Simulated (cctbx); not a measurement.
# Diagnosing a refinement

Cell a = 3.7420 Å, b = 8.2970 Å, c = 12.2410 Å, α = 78.24°, β = 88.31°, γ = 77.30°; space group P-1 (no. 2). The compound is Na2Li3MnCu4S10.

The data are simulated with cctbx, not measured: Mo Kα, λ = 0.71073 Å, to d = 0.8 Å, 70 % of the full sphere, strongest reflection 5000 counts, noise from counting, a 4 % proportional error and a noise floor of 2 counts (s.d.); no absorption, and some extinction, which the refinements don't model.

An anisotropic refinement with weights 1/σ² prints:

```text
Rint 0.048, 1400 unique reflections to 0.80 A
cycle     R1     wR2    GooF  max shift (A)
   1  0.0690  0.1692   1.379   0.01319
   3  0.0502  0.1291   1.052   0.00008
final R1 0.0502 wR2 0.1291 GooF 1.052  parameters 87  data/parameter 16.1
atom        x        y        z      Ueq    occ   su(xyz)  su(Uiso or U11)
Cu1    0.80574  0.39980  0.90134   0.0080  1.000  0.00029  0.0005
Cu2    0.39642  0.20078  0.69989   0.0076  1.000  0.00026  0.0005
Mn1    0.00000  0.00000  0.50000   0.0089  1.000  0.00000  0.0008
S1     0.92374  0.12515  0.85138   0.0089  1.000  0.00054  0.0009
S2     0.77885  0.50233  0.23943   0.0087  1.000  0.00053  0.0009
S3     0.85847  0.27611  0.55274   0.0091  1.000  0.00053  0.0009
S4     0.54041  0.91720  0.63452   0.0089  1.000  0.00050  0.0009
S5     0.38079  0.31898  0.05252   0.0056  1.000  0.00052  0.0009
Na1    0.68018  0.60089  0.59638   0.0100  1.000  0.00094  0.0016
Li1    0.08376  0.79484  0.79865   0.0078  1.000  0.00350  0.0065  NPD
difference map: max 5.48 min -1.17 rms 0.33
Q1    0.5000  0.0000  0.0000    1    5.48  2.59 A from S1
Q2    0.3446  0.7698  0.8882    2    1.53  1.27 A from S5
Q3    0.9905  0.4864  0.1045    2    1.53  1.33 A from Cu1
Q4    0.0129  0.3701  0.1666    2    1.26  1.47 A from Li1
Q5    0.2748  0.9613  0.9295    2    1.25  1.80 A from S1
Q6    0.4369  0.7190  0.4978    2    1.24  1.27 A from S3
```

**Question.** Can this result stand? If not, what is the likely fault?

Mend it. The fault: an atom left out, Li at (1/2, 0, 0). Against the right model at the same level, R1 goes from 0.0464 to 0.0502 and GooF from 0.96 to 1.05, the top difference peak, 5.5 e/Å³, lies 2.59 Å from S1 and Li1 goes non-positive-definite. Q1 is the missing atom. With scattering power missing, scale and phases suffer, so peaks may also grow on the heavy atoms.

The compound is Na2Li3MnCu4S10. The right model at the same level gives:

```text
Rint 0.048, 1400 unique reflections to 0.80 A
cycle     R1     wR2    GooF  max shift (A)
   1  0.0631  0.1563   1.277   0.01763
   2  0.0464  0.1178   0.963   0.00020
final R1 0.0464 wR2 0.1178 GooF 0.963  parameters 93  data/parameter 15.1
atom        x        y        z      Ueq    occ   su(xyz)  su(Uiso or U11)
Cu1    0.80535  0.39996  0.90130   0.0085  1.000  0.00026  0.0004
Cu2    0.39667  0.20064  0.69989   0.0079  1.000  0.00024  0.0005
Mn1    0.00000  0.00000  0.50000   0.0094  1.000  0.00000  0.0008
S1     0.92342  0.12537  0.85165   0.0092  1.000  0.00050  0.0008
S2     0.77875  0.50245  0.23958   0.0089  1.000  0.00049  0.0008
S3     0.85835  0.27629  0.55299   0.0095  1.000  0.00049  0.0008
S4     0.53986  0.91691  0.63455   0.0089  1.000  0.00046  0.0008
S5     0.38134  0.31867  0.05260   0.0057  1.000  0.00047  0.0008
Na1    0.67906  0.60098  0.59641   0.0100  1.000  0.00084  0.0014
Li1    0.08770  0.79367  0.79913   0.0116  1.000  0.00364  0.0070
Li2    0.50000  0.00000  0.00000   0.0177  1.000  0.00000  0.0104
difference map: max 1.35 min -1.08 rms 0.31
Q1    0.9904  0.4880  0.1044    2    1.40  1.32 A from Cu1
Q2    0.3501  0.7626  0.8853    2    1.29  1.26 A from S5
Q3    0.2505  0.9598  0.9278    2    1.22  1.44 A from Li2
Q4    0.1267  0.0552  0.1145    2    1.20  1.52 A from S1
Q5    0.0119  0.3677  0.1638    2    1.13  1.45 A from Li1
Q6    0.4434  0.7279  0.4965    2    1.11  1.31 A from S3
```

This is a model crystal, built by substitution and not relaxed, with assumed displacement parameters.

[Middle refinement cycles are left out of these outputs.]

[Logs are printed without paths, hosts, clocks, repeated set-up lines and the standing remarks that a program may print on its own settings, such as how far it seeks lower states.]
